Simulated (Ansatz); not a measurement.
An input for Ansatz 0.2.0 (NaFeN (P6_3mc)):

```yaml
crystal:
  lattice:
    - [2.9791986867, 0.0, 0.0]
    - [-1.4895993434, 2.5800617456, 0.0]
    - [0.0, 0.0, 9.67759076]
  atoms:
    - { symbol: Na, position: [0.66666667, 0.33333333, 0.76069016] }
    - { symbol: Na, position: [0.33333333, 0.66666667, 0.26069016] }
    - { symbol: Fe, position: [0.0, 0.0, 0.51816637] }
    - { symbol: Fe, position: [0.0, 0.0, 0.01816637] }
    - { symbol: "N", position: [0.33333333, 0.66666667, 0.56578347] }
    - { symbol: "N", position: [0.66666667, 0.33333333, 0.06578347] }
kpoints:
  mp_grid: { grid: [12, 12, 4] }
hamiltonian:
  xc: pbe
  pseudopotentials: { kind: paw, azcp: { folder: soft_1 } }
scf:
  occupations: { method: fixed }
  n_extra_bands: 27
output:
  optics: { e_range: [0, 15], de: 0.05, sigma: 0.15, scissors: 0.302 }
```

```sh
ansatz run input.yaml --threads 2 --pin off --max-ram 92160MiB --backend cuda --events-out ev --progress --plain --runs-dir out --devices 1 --max-vram 13GiB
```

Q: How long will it take on 1 × NVIDIA H100 80GB HBM3 (shared by 6 runs) with 2 threads of AMD EPYC 7R13 (Zen 3), shared host, and how much memory?

It took 2.1 min; on shared hardware allow 62 s to 4.1 min. Peak host memory was 1.9 GiB.

[Paths, hosts, dates, memory and timing lines, banners, echoed tables and standing remarks are left out of the program output.]

[Logs are printed without paths, hosts, clocks, repeated set-up lines and the standing remarks that a program may print on its own settings, such as how far it seeks lower states.]

[Runs of the session that timed out or met a known fault of the program may be left out.]

[Cells called generated may have been cut or substituted from an entry of the Crystallography Open Database or the Materials Project.]

[Hosts, paths, dates, database ids (printed as entryN), source tags and the programs' standing remarks are cut or masked in the printed files.]
